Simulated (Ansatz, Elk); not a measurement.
# TaTi3Al2C2: X-ray structure factors from the self-consistent density

The structure of TaTi3Al2C2 used here is made up (a known structure type with other elements) and was relaxed beforehand with PBE. The aim is the Fourier transform of its all-electron density, F(hkl), set beside the sum over free spherical atoms that refinements use.

Calculated with Elk 11.2.3 (patched build); DFT, PBE, all-electron APW+lo, Dirac cores, scalar-relativistic bands, static density, no spin.

The structure was built from a prototype and need not be the compound's stable phase.

### Step 1. Set-up

Symmetry: P3m1, No. 156, trigonal system. Conventional cell: a = 3.065 Å, b = 3.065 Å, c = 13.844 Å, α = 90.00°, β = 90.00°, γ = 120.00°. Ta has 3 C at 2.18 Å and 3 Al at 2.89 Å nearest. Ti has 3 C at 2.11 Å and 3 Al at 2.87 Å and 3 Ti at 2.90 Å nearest. Ti has 3 C at 2.11 Å and 3 Al at 2.89 Å and 3 Ti at 2.90 Å nearest. Ti has 3 C at 2.11 Å and 3 Al at 2.89 Å nearest. Nearest to Al lie 3 Ti at 2.87 Å and 3 Ta at 2.89 Å and 6 Al at 3.07 Å. Al has 6 Ti at 2.89 Å and 6 Al at 3.07 Å nearest. Farther neighbours are not listed.

### Step 2. Ground state and structure factors

An all-electron density is needed, since X-rays see the cores too. Task 0 finds the density and task 195 Fourier-transforms it; tshift is off so that phases refer to the origin typed.

File elk.in:

```
tasks
  0
  195

xctype
  20

spinpol
  .false.

rgkmax
  7.0

gmaxvr
  14.0

lmaxo
  7

lmaxapw
  8

swidth
  0.002

tshift
  .false.

ramdisk
  .false.

hmaxvr
  5.5

maxscl
  120

epspot
  1e-06

sppath
  './'

avec
  5.79275301422 -0.00000000000 -0.00000000000
  -2.89637650711 5.01667126816 0.00000000000
  -0.00000000000 0.00000000000 26.16089877796

atoms
  4
  'Ta.in'
  1
  -0.0000000000 0.0000000000 0.4118122162   0.000000 0.000000 0.000000
  'Ti.in'
  3
  -0.0000000000 0.0000000000 0.0833822830   0.000000 0.000000 0.000000
  0.6666666667 0.3333333333 0.9171787211   0.000000 0.000000 0.000000
  0.6666666667 0.3333333333 0.5865965939   0.000000 0.000000 0.000000
  'Al.in'
  2
  0.6666666667 0.3333333333 0.2469114756   0.000000 0.000000 0.000000
  -0.0000000000 0.0000000000 0.7519747965   0.000000 0.000000 0.000000
  'C.in'
  2
  0.3333333333 0.6666666667 -0.0001238209   0.000000 0.000000 0.000000
  0.3333333333 0.6666666667 0.5042677347   0.000000 0.000000 0.000000

ngridk
  8 8 2
```

On the command line:

```bash
> OMP_NUM_THREADS=4 elk
```

Numbers of over 12 decimals in the logs are rounded to 6 here.

The log of the run:

```text
┌─────────────────────────┐
│ Elk code version 11.2.3 │
└─────────────────────────┘

All units are atomic (Hartree, Bohr, etc.)

┌─────────────────────────────────────────────────┐
│ Ground-state run starting from atomic densities │
└─────────────────────────────────────────────────┘

Lattice vectors :
   5.792753014      -0.000000000      -0.000000000
  -2.896376507       5.016671268       0.000000000
  -0.000000000       0.000000000       26.16089878

Reciprocal lattice vectors :
   1.084663077      0.6262305193       0.000000000
   0.000000000       1.252461039       0.000000000
   0.000000000       0.000000000      0.2401746729

Unit cell volume      :    760.2445507
Brillouin zone volume :   0.3262768713

Muffin-tin inner radius fraction :   0.1000000000E-01

Nuclei treated as point charges

Species : 1 (Ta)
 parameters loaded from : Ta.in
 name : tantalum
 nuclear charge    :   -73.00000000
 electronic charge :    73.00000000
 atomic mass :    329847.8435
 muffin-tin radius :    2.481903191
 number of radial points in muffin-tin :   1393
 inner part over the whole radius :   0.9916149102E-02
 number on inner part of muffin-tin    :    996
 approximate nuclear radius :   0.1005189763E-03
 number of mesh points to nuclear radius :    523
 atomic positions (lattice), magnetic fields (Cartesian) :
  1 :   0.00000000  0.00000000  0.41181222    0.00000000  0.00000000  0.00000000

Species : 2 (Ti)
 parameters loaded from : Ti.in
 name : titanium
 nuclear charge    :   -22.00000000
 electronic charge :    22.00000000
 atomic mass :    87256.20317
 muffin-tin radius :    2.359425285
 number of radial points in muffin-tin :    993
 inner part over the whole radius :   0.9880450566E-02
 number on inner part of muffin-tin    :    698
 approximate nuclear radius :   0.6805665174E-04
 number of mesh points to nuclear radius :    325
 atomic positions (lattice), magnetic fields (Cartesian) :
  1 :   0.00000000  0.00000000  0.08338228    0.00000000  0.00000000  0.00000000
  2 :   0.66666667  0.33333333  0.91717872    0.00000000  0.00000000  0.00000000
  3 :   0.66666667  0.33333333  0.58659659    0.00000000  0.00000000  0.00000000

Species : 3 (Al)
 parameters loaded from : Al.in
 name : aluminium
 nuclear charge    :   -13.00000000
 electronic charge :    13.00000000
 atomic mass :    49184.33496
 muffin-tin radius :    2.200000000
 number of radial points in muffin-tin :    793
 inner part over the whole radius :   0.9821194981E-02
 number on inner part of muffin-tin    :    552
 approximate nuclear radius :   0.5839653600E-04
 number of mesh points to nuclear radius :    244
 atomic positions (lattice), magnetic fields (Cartesian) :
  1 :   0.66666667  0.33333333  0.24691148    0.00000000  0.00000000  0.00000000
  2 :   0.00000000  0.00000000  0.75197480    0.00000000  0.00000000  0.00000000

Species : 4 (C)
 parameters loaded from : C.in
 name : carbon
 nuclear charge    :   -6.000000000
 electronic charge :    6.000000000
 atomic mass :    21894.16674
 muffin-tin radius :    1.568535306
 number of radial points in muffin-tin :    593
 inner part over the whole radius :   0.9861375423E-02
 number on inner part of muffin-tin    :    404
 approximate nuclear radius :   0.4747601631E-04
 number of mesh points to nuclear radius :    167
 atomic positions (lattice), magnetic fields (Cartesian) :
  1 :   0.33333333  0.66666667  0.99987618    0.00000000  0.00000000  0.00000000
  2 :   0.33333333  0.66666667  0.50426773    0.00000000  0.00000000  0.00000000

Total number of atoms per unit cell :    8
Total muffin-tin volume :    350.6279034
 ratio of muffin-tin to unit cell volume :   0.4612040995

Spin treatment :
 spin-unpolarised

Number of Bravais lattice symmetries :   24
Number of crystal symmetries         :    6
Crystal has no inversion symmetry
Complex Hermitian eigensolver will be used

k-point grid :      8     8     2
k-point offset :    0.000000000       0.000000000       0.000000000
[...]
total energy                :     -18751.414626480

Density of states at Fermi energy :    96.28746708
 (states/Hartree/unit cell)

Estimated indirect band gap :   0.1910044525E-02
 from k-point 3 to k-point 10
Estimated direct band gap   :   0.6793856674E-02
 at k-point 17

Charges :
 core                        :    88.00000000
 valence                     :    89.00000000
 interstitial                :    13.16633718
 muffin-tins (core leakage)
  species : 1 (Ta)
[...]
species : 2 (Ti)
[...]
species : 3 (Al)
[...]
species : 4 (C)
[...]
total in muffin-tins        :    163.8336628
 total calculated charge     :    176.9973853
 total charge                :    177.0000000
 error                       :   0.2614684985E-02

RMS change in Kohn-Sham potential (target) :    1.375260855     (  0.1000000000E-05)
Absolute change in total energy (target)   :   0.7344557635     (  0.1000000000E-03)

[... loops 3 to 43 left out ...]

┌──────────────────┐
│ Loop number : 44 │
└──────────────────┘

Energies :
 Fermi                       :     0.317347
 sum of occupied eigenvalues :     -11351.883705929
 electron kinetic            :      20690.571549286
 core electron kinetic       :      19758.547173116
 Coulomb                     :     -38947.826901330
 Coulomb potential           :     -31400.800941678
 nuclear-nuclear             :     -965.38421358126
 electron-nuclear            :     -44600.205059614
 Hartree                     :      6617.7623718653
 Madelung                    :     -23247.426430492
 xc potential                :     -641.65431353784
 exchange                    :     -483.57054134500
 correlation                 :     -8.781016
 electron entropic           :    -0.12757316614297E-02
 total energy                :     -18749.608185040

Density of states at Fermi energy :    99.51158855
 (states/Hartree/unit cell)

Estimated indirect band gap :   0.1140879346E-02
 from k-point 2 to k-point 23
Estimated direct band gap   :   0.6060384393E-02
 at k-point 24

Charges :
 core                        :    88.00000000
 valence                     :    89.00000000
 interstitial                :    13.14576428
 muffin-tins (core leakage)
  species : 1 (Ta)
[...]
species : 2 (Ti)
[...]
species : 3 (Al)
[...]
species : 4 (C)
[...]
total in muffin-tins        :    163.8542357
 total calculated charge     :    176.9977094
 total charge                :    177.0000000
 error                       :   0.2290561900E-02

RMS change in Kohn-Sham potential (target) :   0.4843291936E-06 (  0.1000000000E-05)
Absolute change in total energy (target)   :   0.2184811092E-04 (  0.1000000000E-03)

Convergence targets achieved

┌──────────────────┐
│ Loop number : 45 │
└──────────────────┘

Energies :
 Fermi                       :     0.317347
 sum of occupied eigenvalues :     -11351.883717310
 electron kinetic            :      20690.571540661
 core electron kinetic       :      19758.547161926
 Coulomb                     :     -38947.826910551
 Coulomb potential           :     -31400.800812708
 nuclear-nuclear             :     -965.38421358126
 electron-nuclear            :     -44600.205207604
 Hartree                     :      6617.7625106350
 Madelung                    :     -23247.426504197
 xc potential                :     -641.65444526223
 exchange                    :     -483.57054234806
 correlation                 :     -8.781016
 electron entropic           :    -0.12757345631352E-02
 total energy                :     -18749.608203907

Density of states at Fermi energy :    99.51190124
 (states/Hartree/unit cell)

Estimated indirect band gap :   0.1140883031E-02
 from k-point 2 to k-point 23
Estimated direct band gap   :   0.6060374234E-02
 at k-point 24

Charges :
 core                        :    88.00000000
 valence                     :    89.00000000
 interstitial                :    13.14576308
 muffin-tins (core leakage)
  species : 1 (Ta)
[...]
species : 2 (Ti)
[...]
species : 3 (Al)
[...]
atom 2                    :    11.19640961     (  0.4682237901E-03)
  species : 4 (C)
   atom 1                    :    4.652264844     (  0.2778281339E-04)
   atom 2                    :    4.674990024     (  0.2782661609E-04)
 total in muffin-tins        :    163.8542369
 total calculated charge     :    176.9977094
 total charge                :    177.0000000
 error                       :   0.2290562199E-02

┌──────────────────────────────┐
│ Self-consistent loop stopped │
└──────────────────────────────┘

Warning : core states of species 3 leak from the muffin-tin :   0.4699854460E-03

Wrote STATE.OUT
```

Run time: 3.2 min. Hardware: 4 threads of Arm Neoverse V2, shared host; peak memory 0.34 GiB.

SFACRHO.OUT:

```text

h k l indices transformed by vhmat matrix:
   1.000000000       0.000000000       0.000000000    
   0.000000000       1.000000000       0.000000000    
   0.000000000       0.000000000       1.000000000    

      h      k      l  multipl.   |H|            Re(F)            Im(F)           |F|

      0      0      0      1   0.0000000       177.00000      0.18346516E-15   177.00000    
      0      0      1      1  0.24017467      -42.139946       26.789508       49.934485    
      0      0     -1      1  0.24017467      -42.139946      -26.789508       49.934485    
      0      0     -2      1  0.48034935       49.101656       44.429409       66.218917    
      0      0      2      1  0.48034935       49.101656      -44.429409       66.218917    
      0      0     -3      1  0.72052402       6.6069554      -48.300601       48.750384    
      0      0      3      1  0.72052402       6.6069554       48.300601       48.750384    
      0      0      4      1  0.96069869      -37.586858      -37.577896       53.149508    
      0      0     -4      1  0.96069869      -37.586858       37.577896       53.149508    
      0      0     -5      1   1.2008734       46.714220      -15.159454       49.112396    
      0      0      5      1   1.2008734       46.714220       15.159454       49.112396    
     -1      1      0      3   1.2524610       63.003196      -29.419869       69.533671    
      1     -1      0      3   1.2524610       63.003196       29.419869       69.533671    
     -1      1     -1      3   1.2752814      -32.801840      -35.351179       48.225165    
      0      1     -1      3   1.2752814      -44.890024      -34.720780       56.750742    
      0     -1      1      3   1.2752814      -44.890024       34.720780       56.750742    
     -1      0      1      3   1.2752814      -32.801840       35.351179       48.225165    
     -1      1      2      3   1.3414150       19.692841      -40.707542       45.220702
```

Elk indexes on the primitive cell of elk.in and gives |H| = 4π sin θ/λ in inverse bohr. Below, one row stands for each form hkl of the conventional cell (m members, Friedel mates merged), F is for one primitive cell and the density is static (no thermal factor). Free-atom factors are Waasmaier and Kirfel's, and R is Σm||F|−|F'||/Σm|F|. Elk warned that it couldn't find a linearisation energy, which lowers the accuracy of some states in this run and its variants.

```
hkl  m  sin θ/λ (Å⁻¹)  abs F, DFT  neutral atoms   diff.  abs of complex diff.
001  2          0.036      49.934         49.981  -0.046                 0.047
002  2          0.072      66.219         65.973  +0.246                 0.457
003  2          0.108      48.750         48.899  -0.148                 0.173
004  2          0.144      53.150         53.654  -0.505                 0.604
005  2          0.181      49.112         49.169  -0.057                 0.087
100  6          0.188      69.534         70.183  -0.650                 0.765
011  6          0.192      48.225         48.334  -0.109                 0.281
101  6          0.192      56.751         57.038  -0.287                 0.297
102  6          0.202      45.221         45.915  -0.694                 0.698
012  6          0.202      46.955         46.587  +0.368                 0.643
006  2          0.217     116.139        117.491  -1.352                 1.359
013  6          0.217     111.538        112.274  -0.736                 0.748
103  6          0.217     107.589        108.290  -0.701                 0.724
104  6          0.237      41.481         41.527  -0.046                 0.265
014  6          0.237      55.526         55.320  +0.206                 0.222
007  2          0.253      41.219         41.188  +0.031                 0.037
105  6          0.261      42.487         42.527  -0.040                 0.129
015  6          0.261      50.593         50.630  -0.038                 0.096
```

### Step 3. The highest occupied states alone

An energy window below the Fermi level keeps the highest occupied states, to see at which angles they scatter; shallow core shells can lie inside it and anion s states outside. No new self-consistency is needed.

Changes to elk.in since step 2:

```diff
@@ -1,3 +1,2 @@
 tasks
-  0
   195
@@ -40,2 +39,5 @@
 
+wsfac
+  -0.233890 0.617350
+
 sppath
```

On the command line:

```bash
> OMP_NUM_THREADS=4 elk
```

The log of the run:

```text
┌─────────────────────────────────┐
│ Elk code version 11.2.3 started │
└─────────────────────────────────┘

Info(readinput): the functional depends on the density's gradient
 muffin-tin radial points multiplied by    2.00000
 (not where nrmtscf is given)

┌────────────────────┐
│ Current task : 195 │
└────────────────────┘
Info(checkmt): changed muffin-tin radius of species 1 (Ta) from   2.8000 to   2.4819
Info(checkmt): changed muffin-tin radius of species 2 (Ti) from   2.4000 to   2.3594
Info(checkmt): changed muffin-tin radius of species 4 (C) from   1.8000 to   1.5685

Warning(linengy): could not find 2 linearisation energies in s.c. loop 1

Info(sfacrho): density structure factors written to SFACRHO.OUT

 Energy window :  -0.2338900000      0.6173500000

┌──────────────────┐
│ Elk code stopped │
└──────────────────┘
```

Elapsed: 17 s, on 4 threads; peak memory 0.19 GiB; 21 s of CPU time.

States within 15 eV below the Fermi level hold 31.00 electrons; any levels below the window count with the cores. Their amplitudes can exceed the total, where window and core parts have opposite phase:

```
hkl  sin θ/λ (Å⁻¹)  abs F, window  abs F, all
001          0.036          0.694      49.934
002          0.072          9.103      66.219
003          0.108          0.349      48.750
004          0.144          3.606      53.150
005          0.181          0.477      49.112
100          0.188          2.114      69.534
011          0.192          1.083      48.225
101          0.192          0.856      56.751
102          0.202          3.353      45.221
012          0.202          3.003      46.955
```

### Step 4. Another functional

The difference from free atoms is small, so it is set against the change that PBEsol makes.

Changes to elk.in since step 3:

```diff
@@ -1,2 +1,3 @@
 tasks
+  0
   195
@@ -4,3 +5,3 @@
 xctype
-  20
+  22
 
@@ -39,5 +40,2 @@
 
-wsfac
-  -0.233890 0.617350
-
 sppath
```

On the command line:

```bash
> OMP_NUM_THREADS=4 elk
```

The log of the run:

```text
┌─────────────────────────┐
│ Elk code version 11.2.3 │
└─────────────────────────┘

All units are atomic (Hartree, Bohr, etc.)

┌─────────────────────────────────────────────────┐
│ Ground-state run starting from atomic densities │
└─────────────────────────────────────────────────┘

Lattice vectors :
   5.792753014      -0.000000000      -0.000000000
  -2.896376507       5.016671268       0.000000000
  -0.000000000       0.000000000       26.16089878

Reciprocal lattice vectors :
   1.084663077      0.6262305193       0.000000000
[...]
species : 2 (Ti)
[...]
species : 3 (Al)
[...]
species : 4 (C)
   atom 1                    :    4.633911017     (  0.2873912034E-04)
   atom 2                    :    4.656311813     (  0.2878916922E-04)
 total in muffin-tins        :    163.8519284
 total calculated charge     :    176.9976933
 total charge                :    177.0000000
 error                       :   0.2306736194E-02

┌──────────────────────────────┐
│ Self-consistent loop stopped │
└──────────────────────────────┘

Warning : core states of species 3 leak from the muffin-tin :   0.4802396432E-03

Wrote STATE.OUT
[key lines of the parts left out:]
total energy                :     -18740.876332929
```

Run time: 3.1 min. Hardware: 4 threads; peak memory 0.31 GiB; 11 min of CPU time.

Against the first run R = 0.02 %; the largest change is -0.054 at 110.

### Step 5. A coarser k-mesh

About half the k-points along each axis test the sampling.

Changes to elk.in since step 4:

```diff
@@ -5,3 +5,3 @@
 xctype
-  22
+  20
 
@@ -68,2 +68,2 @@
 ngridk
-  8 8 2
+  4 4 1
```

On the command line:

```bash
> OMP_NUM_THREADS=4 elk
```

The log of the run:

```text
┌─────────────────────────┐
│ Elk code version 11.2.3 │
└─────────────────────────┘

All units are atomic (Hartree, Bohr, etc.)

┌─────────────────────────────────────────────────┐
│ Ground-state run starting from atomic densities │
└─────────────────────────────────────────────────┘

Lattice vectors :
   5.792753014      -0.000000000      -0.000000000
  -2.896376507       5.016671268       0.000000000
  -0.000000000       0.000000000       26.16089878

Reciprocal lattice vectors :
   1.084663077      0.6262305193       0.000000000
[...]
species : 2 (Ti)
[...]
species : 3 (Al)
[...]
species : 4 (C)
   atom 1                    :    4.649168337     (  0.2776912667E-04)
   atom 2                    :    4.673962331     (  0.2782348146E-04)
 total in muffin-tins        :    163.8609889
 total calculated charge     :    176.9976943
 total charge                :    177.0000000
 error                       :   0.2305650150E-02

┌──────────────────────────────┐
│ Self-consistent loop stopped │
└──────────────────────────────┘

Warning : core states of species 3 leak from the muffin-tin :   0.4694448287E-03

Wrote STATE.OUT
[key lines of the parts left out:]
total energy                :     -18749.597723208
```

The job ended after 64 s (4 threads; peak memory 0.31 GiB).

Against the first run R = 0.01 %; the largest change is -0.047 at 0 0 11.

### Step 6. Settings against the effect

```
          run  R against the first run (%)  R against neutral atoms, low angle (%)  wall time
PBE, rgkmax 7                         0.00                                    0.51    3.2 min
       PBEsol                         0.02                                    0.51    3.1 min
 k-mesh 4×4×1                         0.01                                    0.51       64 s
```

### Step 7. Results

| Item | Value |
| --- | --- |
| R against neutral atoms, sin θ/λ < 0.3 Å⁻¹ | 0.51 % |
| R against neutral atoms, 0.3 to 0.66 Å⁻¹ | 0.16 % |

**Reading.** Independent neutral atoms miss the calculated amplitudes by R = 0.51 % below 0.3 Å⁻¹ and 0.16 % from there to 0.66 Å⁻¹; by shells, 0.43 % below 0.15 Å⁻¹ (4 forms), 0.52 % 0.15 to 0.3 (17 forms), 0.11 % 0.3 to 0.45 (36 forms), 0.18 % above 0.45 (92 forms). Bonding, aspherical density and the tables' own atoms all enter these figures, and the runs don't part them. The largest change of an amplitude is -1.35 electrons, at 006. R counts amplitudes alone; phases shift too. The window's part falls from 31.0 electrons at the origin to at most 0.40 between 0.45 and 0.66 Å⁻¹. Below 0.3 Å⁻¹ the changes that finished (PBEsol and k-mesh 4×4×1) move F by R = 0.02 % at most, against the 0.51 % that separates it from free atoms. The basis has no finished test. These runs have no spin, though d or f shells may be open. Spin-orbit coupling is left out, which can matter for elements this heavy. Part of the difference isn't bonding: the tables are fits to free atoms and ions calculated by other methods than this functional. Thermal motion, anomalous dispersion and extinction are left out.

[Logs are printed without paths, hosts, clocks, repeated set-up lines and the standing remarks that a program may print on its own settings, such as how far it seeks lower states.]

[Hosts, paths, dates, database ids (printed as entryN), source tags and the programs' standing remarks are cut or masked in the printed files.]
